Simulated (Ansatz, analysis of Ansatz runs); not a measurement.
## Migration in Li5AuO4 (C2/m): V_Li hop (2.7 Å), charge −1

Aim: the barrier of one jump in Li5AuO4 (C2/m) at charge −1: V_Li hop (2.7 Å). The model is a cell of 80 host atoms with 1 Li taken out; Li is the atom that moves.

Calculated with Ansatz 0.2.0; plane-wave PAW DFT, PBEsol; nudged elastic band between two relaxed defect structures at fixed charge in a uniform background.

Most raw output is cut from this account.

## 1. Starting point

The cell holds 79 atoms: 39 Li, 8 Au and 32 O. Its edges and angles: a = 9.403 Å, b = 9.404 Å, c = 9.396 Å, α = 90.0°, β = 102.9°, γ = 90.0°. It derives from Li5AuO4 (space group C2/m). Nearest the centre at fractional (0.500, 0.141, 0.500): Li68 at 1.33 Å, O20 at 1.48 Å, O76 at 1.48 Å, Li47 at 2.43 Å, Li66 at 2.43 Å, Li65 at 2.46 Å, Li26 at 2.46 Å, O34 at 2.69 Å. The cell carries charge −1.

The cell's shortest repeat is 9.4 Å.

## 2. Relaxation of the start point, charge −1

A barrier is counted from a minimum, so both ends are relaxed first. Small random displacements break the symmetry of the ideal sites, so that the defect can distort if it gains by it. The charge of −1 is set by the electron count, and a uniform background keeps the cell neutral.

qm1.start/input.yaml

```yaml
crystal:
  lattice:
    - [9.40268524, 0.0, -0.02548652]
    - [0.0, 9.40405317, 0.0]
    - [-2.07562506, 0.0, 9.16358709]
  atoms:
    - { symbol: Li, position: [0.0, 0.7924353, 0.25] }
    - { symbol: Li, position: [0.25, 0.2924353, 0.25] }
    - { symbol: Li, position: [0.0, 0.28254642, 0.0] }
    - { symbol: Li, position: [0.25, 0.78254642, 0.0] }
    - { symbol: Li, position: [0.0, 0.71745358, 0.0] }
    - { symbol: Li, position: [0.25, 0.21745358, 0.0] }
    - { symbol: Li, position: [0.0, 0.2075647, 0.25] }
    - { symbol: Li, position: [0.25, 0.7075647, 0.25] }
[... 67 atom lines left out ...]
    - { symbol: O, position: [0.62789862, 0.14739817, 0.62509074] }
    - { symbol: O, position: [0.87789862, 0.64739817, 0.62509074] }
    - { symbol: O, position: [0.62210138, 0.64739817, 0.87490926] }
    - { symbol: O, position: [0.87210138, 0.14739817, 0.87490926] }
total_charge: -1
basis:
  ecutwfc: 420
  xc_grid: 2
hamiltonian:
  xc: pbesol
kpoints:
  mp_grid: { grid: [1, 1, 1], shift: [0.25, 0.25, 0.25] }
scf:
  occupations: { method: fixed }
  max_iter: 100
output:
  forces: true
relax:
  f_tol: 0.02
  max_steps: 70
  random_displacement: { amplitude: 0.03, seed: 7000 }
```

On the command line:

```console
$ ansatz run input.yaml --threads 4 --pin off --max-ram 14131MiB --backend cpu --events-out ev --progress --plain --runs-dir out
```

Elapsed: 50 s, on 4 threads of Arm Neoverse V1, shared host; peak memory 1.4 GiB; 3.2 min of CPU time.

Relaxation path:

```csv
step,energy less that of the first step (eV),largest force component (eV/Å)
1,0.0000,1.3603
2,-0.5635,0.5626
3,-0.7727,0.1659
4,-0.8040,0.0176
5,-0.8040,0.0177
```

The atoms that moved most (Å, from the sites as typed, ahead of the random displacement, the mean shift of all atoms taken out):

```csv
atom,dx,dy,dz,length
O55,0.167,0.092,-0.120,0.225
O34,-0.167,0.093,0.119,0.225
Li65,-0.159,0.077,-0.035,0.180
Li26,0.158,0.076,0.033,0.179
Li66,-0.021,0.084,-0.127,0.154
Li47,0.020,0.085,0.126,0.153
Li68,-0.001,0.079,-0.001,0.079
Li42,0.058,-0.019,-0.040,0.073
```

Neighbours of Li68 at the end:

```csv
atom,distance (Å)
O20,1.967
O76,1.967
O16,2.100
O72,2.102
Li64,2.721
Au12,2.943
Au71,2.945
Li66,2.967
Li47,2.968
Li26,2.996
Li65,2.996
```

This step gave:

* free energy: -129955.4386 eV
* r.m.s. move of the farther half of the atoms: 0.02483 Å
* largest move from the ideal geometry of this structure, a common shift of the far atoms taken out: 0.2279 Å

The relaxation gained 0.804 eV and ended with a largest force component of 0.018 eV/Å.

## 3. Relaxation of the end point, charge −1

The end point is relaxed in the same cell and settings, so that the two energies compare. Atoms more than 3.2 Å from the middle of the hop start where the first relaxation left them, the nearer ones on or close to their ideal places, with small random displacements.

qm1.end/input.yaml

```yaml
crystal:
  lattice:
    - [9.40268524, 0.0, -0.02548652]
    - [0.0, 9.40405317, 0.0]
    - [-2.07562506, 0.0, 9.16358709]
  atoms:
    - { symbol: Li, position: [-0.0002456, 0.79126628, 0.2493993] }
    - { symbol: Li, position: [0.25478779, 0.29122658, 0.25287331] }
[... 13 atom lines left out ...]
    - { symbol: O, position: [0.37210138, 0.85260183, 0.37490926] }
[... 3 atom lines left out ...]
    - { symbol: O, position: [0.37210138, 0.14739817, 0.37490926] }
[... 5 atom lines left out ...]
    - { symbol: Li, position: [0.25, 0.21745358, 0.5] }
[... 7 atom lines left out ...]
    - { symbol: O, position: [0.37789862, 0.35260183, 0.62509074] }
[... 12 atom lines left out ...]
    - { symbol: Li, position: [0.5, 0.2075647, 0.25] }
[... 7 atom lines left out ...]
    - { symbol: O, position: [0.62210138, 0.35260183, 0.37490926] }
[... 6 atom lines left out ...]
    - { symbol: Li, position: [0.7451425, 0.29113417, 0.74707694] }
[... 2 atom lines left out ...]
    - { symbol: Li, position: [0.75, 0.21745358, 0.5] }
    - { symbol: Li, position: [0.5, 0.2075647, 0.75] }
[... 1 atom line left out ...]
    - { symbol: Li, position: [0.5, 0.282672, 0.5] }
[... 3 atom lines left out ...]
    - { symbol: O, position: [0.62789862, 0.85260183, 0.62509074] }
[... 3 atom lines left out ...]
    - { symbol: O, position: [0.62789862, 0.14739817, 0.62509074] }
[... 2 atom lines left out ...]
    - { symbol: O, position: [0.87159506, 0.14601174, 0.87582087] }
total_charge: -1
basis:
  ecutwfc: 420
  xc_grid: 2
hamiltonian:
  xc: pbesol
kpoints:
  mp_grid: { grid: [1, 1, 1], shift: [0.25, 0.25, 0.25] }
scf:
  occupations: { method: fixed }
  max_iter: 100
output:
  forces: true
relax:
  f_tol: 0.02
  max_steps: 70
  random_displacement: { amplitude: 0.01, seed: 7000 }
```

Elapsed: 50 s, on 4 threads; peak memory 1.4 GiB; 3.2 min of CPU time.

The steps of the relaxation:

```csv
step,energy less that of the first step (eV),largest force component (eV/Å)
1,0.0000,1.1681
2,-0.4785,0.4654
3,-0.6334,0.0847
4,-0.6372,0.0084
5,-0.6372,0.0084
```

The atoms that moved most (Å, from the sites as typed, ahead of the random displacement):

```csv
atom,dx,dy,dz,length
Li68,0.000,-0.226,0.000,0.226
Li64,0.000,0.205,0.000,0.205
O76,0.085,0.070,0.095,0.145
O20,-0.085,0.070,-0.094,0.144
O16,-0.085,-0.067,-0.095,0.144
O72,0.084,-0.067,0.094,0.143
Li42,-0.075,0.003,0.048,0.089
Li62,0.060,0.039,0.052,0.088
```

Neighbours of Li68 at the end:

```csv
atom,distance (Å)
O76,1.881
O20,1.881
O55,2.002
O34,2.002
Li65,2.380
Li26,2.381
Li66,2.391
Li47,2.391
```

Read from the output:

* free energy: -129954.8690 eV
* r.m.s. move of the farther half of the atoms: 0.01925 Å
* largest move from the ideal geometry of this structure, a common shift of the far atoms taken out: 0.2280 Å

The relaxation gained 0.637 eV and ended with a largest force component of 0.0084 eV/Å. The end lies 0.570 eV above the start.

## 4. Nudged elastic band, charge −1

5 movable images are laid between the ends on a pair-potential path, which keeps atoms from colliding in the first guess. Each image feels the true force across the path and a spring force along it. The highest image is set to climb to the top of the path.

This step: plane-wave PAW DFT, PBEsol; nudged elastic band between two relaxed defect structures at fixed charge in a uniform background.

qm1.neb/input.yaml

```yaml
crystal:
  lattice:
    - [9.40268524, 0.0, -0.02548652]
    - [0.0, 9.40405317, 0.0]
    - [-2.07562506, 0.0, 9.16358709]
  atoms:
    - { symbol: Li, position: [-8.647e-05, 0.7903751, 0.24960294] }
    - { symbol: Li, position: [0.25494692, 0.2903354, 0.25307695] }
    - { symbol: Li, position: [0.00014616, 0.278222, 0.00016286] }
    - { symbol: Li, position: [0.24916458, 0.78176029, 0.00066709] }
    - { symbol: Li, position: [0.00014736, 0.71445206, 0.00017321] }
    - { symbol: Li, position: [0.25211983, 0.2167775, 0.00305079] }
    - { symbol: Li, position: [0.00374148, 0.20602201, 0.25141512] }
    - { symbol: Li, position: [0.24925943, 0.70647968, 0.25019646] }
    - { symbol: Li, position: [0.00016254, -0.0036173, 0.00027398] }
    - { symbol: Li, position: [0.25090112, 0.49967607, 0.00030632] }
    - { symbol: Au, position: [0.00117934, 0.49829438, 0.24995389] }
    - { symbol: Au, position: [0.24915472, -0.00337177, 0.24885857] }
    - { symbol: O, position: [0.12487606, 0.84864352, 0.12376952] }
    - { symbol: O, position: [0.37990416, 0.35401962, 0.1253553] }
    - { symbol: O, position: [0.12366407, 0.35123508, 0.37435153] }
    - { symbol: O, position: [0.37102102, 0.85066135, 0.37540618] }
    - { symbol: O, position: [0.12859219, 0.14520572, 0.12440287] }
    - { symbol: O, position: [0.37514267, 0.64938368, 0.124365] }
    - { symbol: O, position: [0.12174488, 0.64602526, 0.37613858] }
    - { symbol: O, position: [0.37082523, 0.14194957, 0.37093807] }
    - { symbol: Li, position: [0.00044702, 0.79038689, 0.75080929] }
    - { symbol: Li, position: [0.24490578, 0.29035622, 0.75439677] }
    - { symbol: Li, position: [0.00023772, 0.28033402, 0.50024999] }
    - { symbol: Li, position: [0.25026316, 0.78295475, 0.50089456] }
    - { symbol: Li, position: [0.00021888, 0.71736509, 0.50028499] }
    - { symbol: Li, position: [0.26781404, 0.22557868, 0.50388803] }
    - { symbol: Li, position: [-0.00349728, 0.20597816, 0.74889175] }
    - { symbol: Li, position: [0.25032936, 0.70780778, 0.75063416] }
    - { symbol: Li, position: [2.886e-05, 0.00110818, 0.50021872] }
    - { symbol: Li, position: [0.2509646, 0.49956148, 0.50342319] }
    - { symbol: Au, position: [-0.000902, 0.49835643, 0.75045177] }
    - { symbol: Au, position: [0.24988162, -0.00033674, 0.75033881] }
    - { symbol: O, position: [0.12695269, 0.85232679, 0.6254699] }
    - { symbol: O, position: [0.36314421, 0.36247406, 0.63818188] }
    - { symbol: O, position: [0.11932767, 0.35091738, 0.8772253] }
    - { symbol: O, position: [0.37189511, 0.85259577, 0.87600916] }
    - { symbol: O, position: [0.12881886, 0.14696439, 0.62500384] }
    - { symbol: O, position: [0.37806673, 0.65154016, 0.62670148] }
    - { symbol: O, position: [0.12291435, 0.64536922, 0.87449502] }
    - { symbol: O, position: [0.37203033, 0.14650178, 0.87503412] }
    - { symbol: Li, position: [0.49873153, 0.79391788, 0.24971996] }
    - { symbol: Li, position: [0.75537757, 0.29040245, 0.24585533] }
    - { symbol: Li, position: [0.50023066, 0.28089596, 0.00025248] }
    - { symbol: Li, position: [0.75122294, 0.78180143, -0.00014575] }
    - { symbol: Li, position: [0.5001463, 0.71742284, 0.00019156] }
    - { symbol: Li, position: [0.74793382, 0.21666138, -0.00292832] }
    - { symbol: Li, position: [0.50530864, 0.21665945, 0.26392192] }
    - { symbol: Li, position: [0.74995603, 0.70787391, 0.24985883] }
    - { symbol: Li, position: [0.50016556, 0.00115229, 0.00028299] }
    - { symbol: Li, position: [0.74954968, 0.49951776, -1.274e-05] }
    - { symbol: Au, position: [0.50362441, 0.50342736, 0.24693807] }
    - { symbol: Au, position: [0.75040398, -0.00030305, 0.25010838] }
    - { symbol: O, position: [0.62842808, 0.85260801, 0.12436186] }
    - { symbol: O, position: [0.88093545, 0.35089241, 0.12299149] }
    - { symbol: O, position: [0.63709766, 0.36243331, 0.36205708] }
    - { symbol: O, position: [0.87326791, 0.85235825, 0.37493599] }
    - { symbol: O, position: [0.62836975, 0.14657185, 0.12539242] }
    - { symbol: O, position: [0.87742866, 0.64535461, 0.12594211] }
    - { symbol: O, position: [0.62230642, 0.65157941, 0.37374462] }
    - { symbol: O, position: [0.87150551, 0.14691812, 0.375463] }
    - { symbol: Li, position: [0.50163911, 0.79373949, 0.75081163] }
    - { symbol: Li, position: [0.74530163, 0.29024299, 0.74728058] }
    - { symbol: Li, position: [0.75020078, 0.78282028, 0.49973148] }
    - { symbol: Li, position: [0.50013337, 0.71907257, 0.50017227] }
    - { symbol: Li, position: [0.73236412, 0.22563752, 0.49636912] }
    - { symbol: Li, position: [0.49490478, 0.21652467, 0.73633809] }
    - { symbol: Li, position: [0.75103466, 0.70634515, 0.7502992] }
    - { symbol: Li, position: [0.50007951, 0.00842276, 0.50013872] }
    - { symbol: Li, position: [0.74926548, 0.49947943, 0.49681726] }
    - { symbol: Au, position: [0.496704, 0.503363, 0.75338427] }
    - { symbol: Au, position: [0.75123801, -0.00344999, 0.75150289] }
    - { symbol: O, position: [0.62923948, 0.85058891, 0.62508008] }
    - { symbol: O, position: [0.87650056, 0.35136684, 0.6260165] }
    - { symbol: O, position: [0.62037073, 0.3539377, 0.87491188] }
    - { symbol: O, position: [0.87544035, 0.84859082, 0.87663479] }
    - { symbol: O, position: [0.62952343, 0.14182925, 0.62939107] }
    - { symbol: O, position: [0.87859833, 0.64610987, 0.62431051] }
    - { symbol: O, position: [0.62526369, 0.64923992, 0.87611097] }
    - { symbol: O, position: [0.87175419, 0.14512056, 0.87602451] }
total_charge: -1
basis:
  ecutwfc: 420
  xc_grid: 2
hamiltonian:
  xc: pbesol
kpoints:
  mp_grid: { grid: [1, 1, 1], shift: [0.25, 0.25, 0.25] }
scf:
  occupations: { method: fixed }
  max_iter: 100
output:
  forces: true
neb:
  images: 5
  f_tol: 0.04
  climbing: true
  initial_path: idpp
  max_iterations: 45
  order_check: false
  final_atoms:
    - { symbol: Li, position: [0.00016338, 0.79165824, 0.24954338] }
    - { symbol: Li, position: [0.24736717, 0.29443357, 0.24743839] }
[... 13 atom lines left out ...]
    - { symbol: O, position: [0.36097889, 0.84466255, 0.36476306] }
[... 3 atom lines left out ...]
    - { symbol: O, position: [0.3609828, 0.1540291, 0.364846] }
[... 5 atom lines left out ...]
    - { symbol: Li, position: [0.25027346, 0.21423741, 0.49799787] }
[... 7 atom lines left out ...]
    - { symbol: O, position: [0.37937832, 0.35062108, 0.62455838] }
[... 12 atom lines left out ...]
    - { symbol: Li, position: [0.49674325, 0.20452277, 0.25067313] }
[... 7 atom lines left out ...]
    - { symbol: O, position: [0.62082039, 0.35054185, 0.3757974] }
[... 9 atom lines left out ...]
    - { symbol: Li, position: [0.74990506, 0.2141716, 0.5023416] }
    - { symbol: Li, position: [0.50351221, 0.2045769, 0.74976238] }
[... 1 atom line left out ...]
    - { symbol: Li, position: [0.50016686, 0.25779799, 0.5002382] }
[... 3 atom lines left out ...]
    - { symbol: O, position: [0.6392881, 0.84468722, 0.63556867] }
[... 3 atom lines left out ...]
    - { symbol: O, position: [0.63933743, 0.15406721, 0.63566816] }
[... 2 atom lines left out ...]
    - { symbol: O, position: [0.8744964, 0.14846877, 0.87744858] }
```

Elapsed: 8.9 min, on 4 threads; peak memory 5 GiB; 24 min of CPU time.

The path, image by image:

```csv
image,path (Å),energy (eV),"Li68: x, y, z (Å)"
0,0.000,0.0000,"3.664, 0.079, 4.570"
1,0.392,0.1291,"3.646, 0.370, 4.586"
2,0.784,0.4617,"3.626, 0.713, 4.603"
3,1.176,0.8231,"3.609, 1.079, 4.617"
4,1.568,0.9758,"3.595, 1.458, 4.630"
5,2.086,0.7626,"3.623, 1.954, 4.608"
6,2.604,0.5696,"3.665, 2.424, 4.571"
```

Numbers from this step:

| Property | Result |
| --- | --- |
| free energy | -129954.4628 eV |
| barrier forward | 0.9758 eV |
| barrier backward | 0.4062 eV |
| end less start | 0.5696 eV |
| hop length | 2.345 Å |

Track of the atom that was set to move:

```csv
image,x (Å),y (Å),z (Å),nearest neighbour,distance (Å)
0,3.664,0.079,4.57,O,1.967
1,3.646,0.37,4.586,O,1.877
2,3.626,0.713,4.603,O,1.789
3,3.609,1.079,4.617,O,1.728
4,3.595,1.458,4.63,O,1.709
5,3.623,1.954,4.608,O,1.753
6,3.665,2.424,4.571,O,1.881
```

The band met its tolerance of 0.04 eV/Å after 5 iterations, with image 4 on top (the start counts as 0). Li68, which moves farthest between the ends, has 4 O at 1.97 to 2.10 Å nearest at the start and 2 O at 1.71 Å at the top.

## 5. Single point at the start point, PBEsol, denser k-mesh

Three single points on a mesh of more k-points (start, top, end) test the sampling. The start is shown; top and end are run alike.

This step: plane-wave PAW DFT, PBEsol; single point of a defect supercell on a structure of the PBEsol path.

qm1.start.mesh/input.yaml

```yaml
crystal:
  lattice:
    - [9.40268524, 0.0, -0.02548652]
    - [0.0, 9.40405317, 0.0]
    - [-2.07562506, 0.0, 9.16358709]
  atoms:
    - { symbol: Li, position: [-8.647e-05, 0.7903751, 0.24960294] }
    - { symbol: Li, position: [0.25494692, 0.2903354, 0.25307695] }
[... 13 atom lines left out ...]
    - { symbol: O, position: [0.37102102, 0.85066135, 0.37540618] }
[... 3 atom lines left out ...]
    - { symbol: O, position: [0.37082523, 0.14194957, 0.37093807] }
[... 5 atom lines left out ...]
    - { symbol: Li, position: [0.26781404, 0.22557868, 0.50388803] }
[... 7 atom lines left out ...]
    - { symbol: O, position: [0.36314421, 0.36247406, 0.63818188] }
[... 12 atom lines left out ...]
    - { symbol: Li, position: [0.50530864, 0.21665945, 0.26392192] }
[... 7 atom lines left out ...]
    - { symbol: O, position: [0.63709766, 0.36243331, 0.36205708] }
[... 9 atom lines left out ...]
    - { symbol: Li, position: [0.73236412, 0.22563752, 0.49636912] }
    - { symbol: Li, position: [0.49490478, 0.21652467, 0.73633809] }
[... 1 atom line left out ...]
    - { symbol: Li, position: [0.50007951, 0.00842276, 0.50013872] }
[... 3 atom lines left out ...]
    - { symbol: O, position: [0.62923948, 0.85058891, 0.62508008] }
[... 3 atom lines left out ...]
    - { symbol: O, position: [0.62952343, 0.14182925, 0.62939107] }
[... 2 atom lines left out ...]
    - { symbol: O, position: [0.87175419, 0.14512056, 0.87602451] }
total_charge: -1
basis:
  ecutwfc: 420
  xc_grid: 2
hamiltonian:
  xc: pbesol
kpoints:
  mp_grid: { grid: [2, 2, 2], shift: [0.5, 0.5, 0.5] }
scf:
  occupations: { method: fixed }
  max_iter: 100
output:
  forces: true
  eigenvalues: true
checkpoint:
  write: "../qm1.start.mesh.run"
  compress: false
  write_wavefunctions: false
  write_every: 100000
```

Elapsed: 49 s, on 4 threads; peak memory 4.2 GiB.

Read from the output:

```yaml
free_energy: -129955.4504 eV
```

## 6. Barrier from single points, PBEsol, denser k-mesh

Analysis of the runs above: barrier from PBEsol single points on the PBEsol path.

It gives:

* barrier forward: 0.9749 eV
* barrier backward: 0.4090 eV
* end less start: 0.5659 eV

This gives 0.975 eV against the band's 0.976 eV (backward 0.409 against 0.406 eV). This mesh holds only the band's own point and its sign variants, so it tests the average over those and no finer sampling.

## 7. Single point at the start point, LDA

Three single points with LDA show how much the barrier depends on that choice; lattice and path are kept. The start is shown; top and end are run alike.

This step: plane-wave PAW DFT, LDA; single point of a defect supercell on a structure of the PBEsol path.

qm1.start.lda/input.yaml, as its differences from qm1.start.mesh/input.yaml of step 5:

```diff
@@ -36,5 +36,5 @@
 hamiltonian:
-  xc: pbesol
+  xc: lda
 kpoints:
-  mp_grid: { grid: [2, 2, 2], shift: [0.5, 0.5, 0.5] }
+  mp_grid: { grid: [1, 1, 1], shift: [0.25, 0.25, 0.25] }
 scf:
@@ -46,3 +46,3 @@
 checkpoint:
-  write: "../qm1.start.mesh.run"
+  write: "../qm1.start.lda.run"
   compress: false
```

Elapsed: 14 s, on 4 threads; peak memory 1.5 GiB; 54 s of CPU time.

Read from the output:

```yaml
free_energy: -128591.9191 eV
```

## 8. Barrier from single points, LDA

Analysis of the runs above: barrier from LDA single points on the PBEsol path.

It gives:

```yaml
barrier_forward: 0.8563 eV
barrier_backward: 0.3337 eV
end_less_start: 0.5226 eV
```

This gives 0.856 eV against the band's 0.976 eV.

## 9. Single point at the start point, r2SCAN

Three single points with a meta-GGA, at its higher cutoff of 500 eV, show what it does to the barrier on the path found. The start is shown; top and end are run alike.

This step: plane-wave PAW DFT, r2SCAN; single point of a defect supercell on a structure of the PBEsol path.

qm1.start.r2scan/input.yaml, as its differences from qm1.start.lda/input.yaml of step 7:

```diff
@@ -33,6 +33,6 @@
 basis:
-  ecutwfc: 420
+  ecutwfc: 500
   xc_grid: 2
 hamiltonian:
-  xc: lda
+  xc: r2scan
 kpoints:
@@ -46,3 +46,3 @@
 checkpoint:
-  write: "../qm1.start.lda.run"
+  write: "../qm1.start.r2scan.run"
   compress: false
```

The job ended after 27 s (4 threads; peak memory 2.1 GiB; 1.8 min of CPU time).

Numbers from this step:

- free energy: -131543.5337 eV

## 10. Barrier from single points, r2SCAN

Analysis of the runs above: barrier from r2SCAN single points on the PBEsol path.

It gives:

* barrier forward: 1.018 eV
* barrier backward: 0.4418 eV
* end less start: 0.5757 eV

This gives 1.018 eV against the band's 0.976 eV.

(Part 1 of 2 ends here.)

[Logs are printed without paths, hosts, clocks, repeated set-up lines and the standing remarks that a program may print on its own settings, such as how far it seeks lower states.]

[Hosts, paths, dates, database ids (printed as entryN), source tags and the programs' standing remarks are cut or masked in the printed files.]
